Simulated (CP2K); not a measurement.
Consider piperazine at its PBE geometry (Å).

```xyz
16

C     1.4368    0.0475    0.0601
C     0.6584   -1.2784    0.0652
N    -0.6637   -1.1902   -0.5765
C    -1.4368   -0.0475   -0.0601
C    -0.6584    1.2784   -0.0652
N     0.6637    1.1902    0.5765
H     1.7373    0.2898   -0.9746
H     2.3622   -0.0424    0.6501
H     0.4996   -1.6032    1.1088
H     1.2361   -2.0722   -0.4332
H    -0.5374   -1.0775   -1.5865
H    -2.3622    0.0424   -0.6501
H    -1.7373   -0.2898    0.9746
H    -0.4996    1.6032   -1.1088
H    -1.2361    2.0722    0.4332
H     0.5374    1.0775    1.5865
```

Method: CP2K XAS_TDP, all-electron GAPW, PBEh(45%), aug-cc-pVDZ, TDA, no relativity.

Question: Where do the N K-edge lines lie, and how strong are they?

Leading lines: N3 397.76 eV. The leading line of an atom is its first one with 35 % of the strongest within 2.5 eV of its lowest line over the strength cut. 

The first six lines of each atom with a strength over 0.0015:

```
                             atom  energy (eV)  states  strength, one atom
N3 (bonded to 2 C and H), 2 alike       397.76       1              0.0146
                                        399.29       1              0.0023
                                        399.48       1              0.0030
                                        399.92       2              0.0068
                                        399.97       1              0.0033
                                        400.08       1              0.0071
```

Lines are vertical, at one geometry, with no vibrational structure. Without a correction of the core level, line positions, and the gaps between valence and Rydberg lines, follow the share of exact exchange. At this level such K lines come out 3 to 6 eV under measured ones. These values hold no scalar relativity, about 0.2 eV for N 1s. Rydberg lines, and the discretised continuum above threshold, depend on the basis and the box.

[Banner, clock and machine lines of the logs are left out without a mark of their own.]

[Logs are printed without paths, hosts, clocks, repeated set-up lines and the standing remarks that a program may print on its own settings, such as how far it seeks lower states.]

[Hosts, paths, dates, database ids (printed as entryN), source tags and the programs' standing remarks are cut or masked in the printed files.]
